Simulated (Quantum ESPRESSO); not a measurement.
# Energy and gap at +3 % biaxial strain: F-GaN-H chair, 1 layer

How the rows were computed: Quantum ESPRESSO 7.5 driven by ASE, PBE, GBRV ultrasoft, ESM (bc1); atomic heights clamped; cell area 9.227 Å² at zero strain.

```
strain (%)  energy (meV a cell)  gap on the mesh (eV)
        −3                72.01                 2.154
      −1.5                18.46                 2.250
         0                 0.00                 2.310
      +1.5                12.17                 2.330
```

**Question.** What are energy and gap at +3 %, and how stiff is the sheet?

By hand: About zero, E'' = (18.46 + 12.17 − 2 × 0.00)/1.5² = 13.61 meV per %² and E' = (12.17 − 18.46)/3 = −2.10 meV per %. With E = A K ε², where K = (C11 + C22)/2 + C12 (C11 + C12 for a hexagonal sheet), K = 13.61 × 10/(2 × 9.227) × 16.02 = 118 N/m. The parabola gives E(+3 %) = 0.00 + 3 × (−2.10) + 4.5 × 13.61 = 55.0 meV. Continuing the last slope, the gap is 2 × 2.330 − 2.310 = 2.350 eV.

**Check.** E = 51.1 meV and the gap 2.311 eV. The parabola misses by +3.8 meV, too high, since bonds soften under tension. The gap's line misses by +0.039 eV: the gap is not linear in strain.

**Limits.** Clamped heights stiffen sheets with several planes. Semilocal gap, no spin-orbit coupling.

[Logs are printed without paths, hosts, clocks, repeated set-up lines and the standing remarks that a program may print on its own settings, such as how far it seeks lower states.]
